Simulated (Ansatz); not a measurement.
# ZrB (Fm-3m): from the cell to its phonons

How does ZrB (Fm-3m) vibrate, and is this structure a minimum?

Method: DFT PBEsol, scalar-relativistic, plane waves, PAW; PAW set soft_1, in Ansatz 0.2.0.

**1. The starting structure**

It takes space group Fm-3m (No. 225, cubic). The conventional cell has a = 4.650 Å, b = 4.650 Å, c = 4.650 Å, α = 90.00°, β = 90.00°, γ = 90.00°. Nearest to Zr lie 6 B at 2.33 Å. Nearest to B lie 6 Zr at 2.33 Å. Farther neighbours are not listed.

**2. Coarse relaxation**

The start is far from rest, so a relaxation with loose tolerances brings it close first.

input.yaml reads:

```yaml
crystal:
  lattice:
    - [0.0, 2.325, 2.325]
    - [2.325, 0.0, 2.325]
    - [2.325, 2.325, 0.0]
  atoms:
    - { symbol: Zr, position: [0.0, 0.0, 0.0] }
    - { symbol: B, position: [0.5, 0.5, 0.5] }
kpoints:
  mp_grid: { grid: [8, 8, 8] }
hamiltonian:
  xc: pbesol
  pseudopotentials: { kind: paw, azcp: { folder: soft_1 }, xc_functional: pbe }
scf:
  occupations: { method: gaussian, width: 0.1 }
output:
  forces: true
  stress: true
  eigenvalues: true
relax:
  adjacent_minimum: "off"
  f_tol: 0.05
  max_steps: 80
  cell: { stress_tol: 0.5 }
```

Command:

```bash
$ ansatz run input.yaml --threads 4 --pin off --max-ram 10240MiB --backend cpu --events-out ev --progress --plain --runs-dir out
```

Numbers of over 12 decimals in the logs are rounded to 6 here.

The log of the run:

```text
The last accepted step is kept in <dir> (removed where the run ends without a failure and the disk answers)
Engine: ansatz 0.2.0, aarch64-unknown-linux-gnu
Pseudopotentials: kind: paw
Pseudopotential: Zr, paw, valence charge 12, recommended cutoff 420 eV (normal), soft_1/Zr.paw.azcp
Pseudopotential: B, paw, valence charge 3, recommended cutoff 420 eV (normal), soft_1/B.paw.azcp
Functional definition: PBEsol
[...]
--- Relaxed structure (3 steps of the walk, 3 accepted, 1 SCFs on fresh bases) ---
  F+E_penalty+E_count = -4282.12645305 eV   max|allowed force component| = 1.397e-30 eV/Å   (the final SCF, on the basis selected at the relaxed cell)
  cell:  # Å, volume = 28.7908 Å³
    - [0, 2.432621, 2.432621]
    - [2.432621, 0, 2.432621]
    - [2.432621, 2.432621, 0]
  atoms:
    - { symbol: Zr, position: [0, 0, 0] }
    - { symbol: B, position: [0.5, 0.5, 0.5] }
[key lines of the parts left out:]
SCF converged after 7 iterations
Free energy (F): -4282.126453 eV
Fermi energy:    12.396004 eV
P = ⅓ Tr σ = -0.1644 GPa (-1.644 kbar)
```

Elapsed: 1 s, on 4 threads of Arm Neoverse V2, shared host; peak memory 0.28 GiB; 3 s of CPU time.

Relaxation path:

| step | energy less that of the first step (eV) | largest force component (eV/Å) | pressure (GPa) | volume (Å³) |
| --- | --- | --- | --- | --- |
| 1 | 0.0000 | 0.0000 | 29.63 | 25.14 |
| 2 | -0.2977 | 0.0000 | -1.43 | 28.99 |
| 3 | -0.2988 | 0.0000 | -0.25 | 28.79 |
| 4* | -0.3008 | 0.0000 | -0.16 | 28.79 |

Relaxation steps marked * repeat the geometry before them on a plane-wave basis chosen anew for their cell, so energy and pressure can jump there.

The run keeps the 48 symmetry operations that it works with, so distortions that break them were not tested.

| conventional cell, symmetrised | before | after | change |
| --- | --- | --- | --- |
| a (Å) | 4.650 | 4.865 | +4.6 % |
| b (Å) | 4.650 | 4.865 | +4.6 % |
| c (Å) | 4.650 | 4.865 | +4.6 % |
| volume (Å³/atom) | 12.57 | 14.40 | +14.5 % |

The relaxed structure:

```
Zr B
1.0
     0.00000    2.43262    2.43262
     2.43262    0.00000    2.43262
     2.43262    2.43262    0.00000
Zr B
1 1
Direct
  0.00000 0.00000 0.00000
  0.50000 0.50000 0.50000
```

This step gave:

```
pressure          : -0.1644 GPa
volume per atom   : 14.40 Å³
gap on the k-mesh : 0 eV
```

In this step the volume went from 12.57 to 14.40 Å³/atom.

**3. Bringing the structure to rest**

Harmonic phonons are second derivatives at a point where the forces vanish, and they are wanted at zero stress, so atoms and cell are relaxed first.

input.yaml, the sections that differ from step 2:

```yaml
crystal:
  lattice:
    - [0.0, 2.43262099, 2.43262099]
    - [2.43262099, 0.0, 2.43262099]
    - [2.43262099, 2.43262099, 0.0]
  atoms:
    - { symbol: Zr, position: [0.0, 0.0, 0.0] }
    - { symbol: B, position: [0.5, 0.5, 0.5] }
kpoints:
  mp_grid: { grid: [14, 14, 14] }
relax:
  adjacent_minimum: "off"
  f_tol: 0.005
  max_steps: 80
  cell: { stress_tol: 0.05 }
# hamiltonian, scf, output: as in step 2
```

The log of the run:

```text
[...]
Crystal: 2 atoms, lattice volume = 28.791 Å³
Basis set: ecut = 420 eV, 537 PW (Γ), exchange–correlation on 48×48×48 points (8 copies of the dense FFT grid, shifted against one another)
Bands: 12, of which v1, the nominal top of the filled ones, is band 8 counted from 1 (7 counted from 0)
Symmetry: 48 space group operations
[...]
k-points: 104 of 2744
[...]
k-point 103: bands = [... 4 lower, 7.0099, 11.3047, 11.3624, 11.6098, 16.4785, 17.3726, 18.3010, 19.3492]
--- Relaxed structure (3 steps of the walk, 2 accepted, 1 SCFs on fresh bases) ---
[...]
cell:  # Å, volume = 28.7441 Å³
    - [0, 2.431305, 2.431305]
    - [2.431305, 0, 2.431305]
    - [2.431305, 2.431305, 0]
  atoms:
    - { symbol: Zr, position: [0, 0, 0] }
    - { symbol: B, position: [0.5, 0.5, 0.5] }
[key lines of the parts left out:]
SCF converged after 8 iterations
Free energy (F): -4282.131871 eV
Fermi energy:    12.390340 eV
P = ⅓ Tr σ = -0.0012 GPa (-0.012 kbar)
```

It took 2.2 s on 4 threads; peak memory 0.33 GiB.

Little changed from the start: no atom moved by 0.005 Å and no cell edge by 0.1 %.

This step gave:

```yaml
pressure: -0.001203 GPa
volume_per_atom: 14.37 Å³
```

In this step the volume went from 14.40 to 14.37 Å³/atom.

**4. Tight relaxation**

Phonons need a cell at rest on their own settings, so the relaxation is repeated with tight tolerances on forces and stress, using the mesh and the filling of the phonon run that follows.

input.yaml, the sections that differ from step 3:

```yaml
crystal:
  lattice:
    - [0.0, 2.431305017, 2.431305017]
    - [2.431305017, 0.0, 2.431305017]
    - [2.431305017, 2.431305017, 0.0]
  atoms:
    - { symbol: Zr, position: [0.0, 0.0, 0.0] }
    - { symbol: B, position: [0.5, 0.5, 0.5] }
kpoints:
  mp_grid: { grid: [16, 16, 16] }
scf:
  occupations: { method: methfessel_paxton, width: 0.2 }
relax:
  adjacent_minimum: "off"
  f_tol: 0.001
  max_steps: 60
  cell: { stress_tol: 0.01 }
# hamiltonian, output: as in step 3
```

The log of the run:

```text
[...]
Crystal: 2 atoms, lattice volume = 28.744 Å³
Basis set: ecut = 420 eV, 537 PW (Γ), exchange–correlation on 48×48×48 points (8 copies of the dense FFT grid, shifted against one another)
Bands: 12, of which v1, the nominal top of the filled ones, is band 8 counted from 1 (7 counted from 0)
Symmetry: 48 space group operations
[...]
k-points: 145 of 4096
[...]
k-point 144: bands = [... 4 lower, 7.0601, 11.3211, 11.3211, 11.4877, 16.9463, 16.9463, 18.3005, 19.4241]
--- Relaxed structure (1 steps of the walk, 1 accepted, 1 SCFs on fresh bases) ---
[...]
cell:  # Å, volume = 28.7441 Å³
    - [0.0, 2.431305017, 2.431305017]
    - [2.431305017, 0.0, 2.431305017]
    - [2.431305017, 2.431305017, 0.0]
  atoms:
    - { symbol: Zr, position: [0.0, 0.0, 0.0] }
    - { symbol: B, position: [0.5, 0.5, 0.5] }
[key lines of the parts left out:]
SCF converged after 4 iterations
Free energy (F): -4282.130279 eV
Fermi energy:    12.384707 eV
P = ⅓ Tr σ = -0.0022 GPa (-0.022 kbar)
```

Elapsed: 1.5 s, on 4 threads; peak memory 0.35 GiB.

Little changed from the start: no atom moved by 0.005 Å and no cell edge by 0.1 %.

Numbers from this step:

```yaml
pressure: -0.002168 GPa
```

The forces vanish by symmetry and the pressure is -0.002 GPa, within the tolerances set. The cell now holds 14.37 Å³/atom.

**5. Modes at Γ**

The zone centre comes first: it holds the modes that light can see, as far as symmetry allows. No field response is asked, since the mesh shows no gap.

input.yaml: that of step 4 with these lines changed.

```diff
@@ -16,9 +16,4 @@
 output:
-  forces: true
-  stress: true
   eigenvalues: true
-relax:
-  adjacent_minimum: "off"
-  f_tol: 0.001
-  max_steps: 60
-  cell: { stress_tol: 0.01 }
+phonons:
+  method: dfpt
```

The log of the run:

```text
[...]
Crystal: 2 atoms, lattice volume = 28.744 Å³
Basis set: ecut = 420 eV, 537 PW (Γ), exchange–correlation on 48×48×48 points (8 copies of the dense FFT grid, shifted against one another)
Bands: 12, of which v1, the nominal top of the filled ones, is band 8 counted from 1 (7 counted from 0)
Symmetry: 48 space group operations
k-points: 349 of 4096 (irreducible under 8 space group operations, time reversal used)
[...]
SCF iter   1: F=—  HF=-4282.555303 eV  |F-HF|=—  |Δ(HF+E_count)|=         —  Δρ=5.60e-2  dr2=1.52e0  ethr=3.10e-3  ⟨swp⟩=5.0  Hψ=20887  notcnv=0
[...]
SCF iter   9: F=-4282.130279 eV  HF=-4282.130279 eV  |F-HF|=2.73e-12  |Δ(HF+E_count)|=  8.19e-12  S|Δr|=    0.00e0  Δρ=2.28e-8  dr2=1.73e-13  ethr=1.00e-12  ⟨swp⟩=5.5  Hψ=14886  notcnv=0
SCF 1 converged in 9 iterations: F = -4282.130279 eV  dr2 = 1.73e-13
[...]
DFPT response loops at Γ: preconditioner auto → Kerker (q_TF=auto, 2.448 Å⁻¹) (partly filled bands, converged f_vac=0.000); β = 1.00, the filter's whole step (`scf.mixing.beta` (0.50) is not read by the response loops under this deck's `scf.mixing.preconditioner`; to damp them name `kerker` or `kerker_dos`, under which they read `scf.mixing.beta`, and type it under 1.00, their step now; both keys bind the ground state too); Broyden in place of MSR1
SCF converged after 9 iterations
[...]
Free energy (F): -4282.130279 eV
[...]
Internal energy: -4282.131182 eV  (E = F + TS)
E sigma→0 (E₀):  -4282.130505 eV
Entropy (-TS):   0.000903 eV (0.451 meV/atom)
Fermi energy:    12.384708 eV
[...]
--- Band table (eV; the first three rows and the last of 349) ---
  k-point 0: bands = [... 4 lower, 4.3088, 14.1325, 14.1325, 14.1325, 15.6124, 15.6124, 15.9087, 15.9087]
  k-point 1: bands = [... 4 lower, 4.3996, 13.8316, 14.0902, 14.0902, 14.9101, 14.9101, 16.0475, 16.8332]
  k-point 2: bands = [... 4 lower, 4.6651, 13.1558, 13.6211, 13.6211, 14.7497, 14.7497, 16.2898, 17.9940]
  k-point 348: bands = [... 4 lower, 7.0601, 11.3211, 11.3211, 11.4877, 16.9463, 16.9463, 18.3005, 19.4241]
--- Phonons (Γ-DFPT): 2 representative perturbations + reference, on 349 of 4096 k-points (Σ response iterations 6) ---
  k mesh reduced under 8 symmetry operations, with k and −k counted as one. Each operation leaves every solved perturbation unchanged. A smaller set is not used because it would not reduce the number of displacements times k-points to solve
  ASR residual: 2.485e-5 → 0.000e0 eV/Å²; symmetrization residual: 1.216e-7 eV/Å²
  ASR residual per site (eV/Å²): 2.48e-5 2.71e-6
  Γ frequencies (cm⁻¹): 0.00 0.00 0.00 442.85 442.85 442.85
  non-analytic LO–TO correction: not included (Born effective charges unavailable; polar crystals: no LO–TO splitting at Γ)
```

The job ended after 6.2 s (4 threads; peak memory 0.61 GiB).

This step gave:

```
sum-rule residual before enforcement                    : 2.48e-5 eV/Å²
point group                                             : m-3m
highest optical mode at the zone centre (no LO-TO term) : 442.9 cm⁻¹
lowest optical zone-centre mode                         : 442.9 cm⁻¹
```

Patterns of degenerate modes are one choice out of their space. Modes at Γ, with each element's share of the kinetic energy:

| mode | frequency (cm⁻¹) | symmetry | Zr % | B % |
| --- | --- | --- | --- | --- |
| 1 | 0.0 | acoustic | 89 | 11 |
| 2 | 0.0 | acoustic | 89 | 11 |
| 3 | 0.0 | acoustic | 89 | 11 |
| 4 | 442.9 | T1u | 11 | 89 |
| 5 | 442.9 | T1u | 11 | 89 |
| 6 | 442.9 | T1u | 11 | 89 |

Displacements in mode 6 (442.9 cm⁻¹), the largest set to 1:
```
Zr1  0.00  0.00 -0.12
B2   0.00  0.03  1.00
```

Before it was imposed, the acoustic sum rule was missed by 2.5e-5 eV/Å². Small misses are needed for a sound result but don't prove that mesh and cutoff are converged. The lowest optical mode is real, 443 cm⁻¹.

(Part 1 of 2 ends here.)

[Logs are printed without paths, hosts, clocks, repeated set-up lines and the standing remarks that a program may print on its own settings, such as how far it seeks lower states.]

[Hosts, paths, dates, database ids (printed as entryN), source tags and the programs' standing remarks are cut or masked in the printed files.]
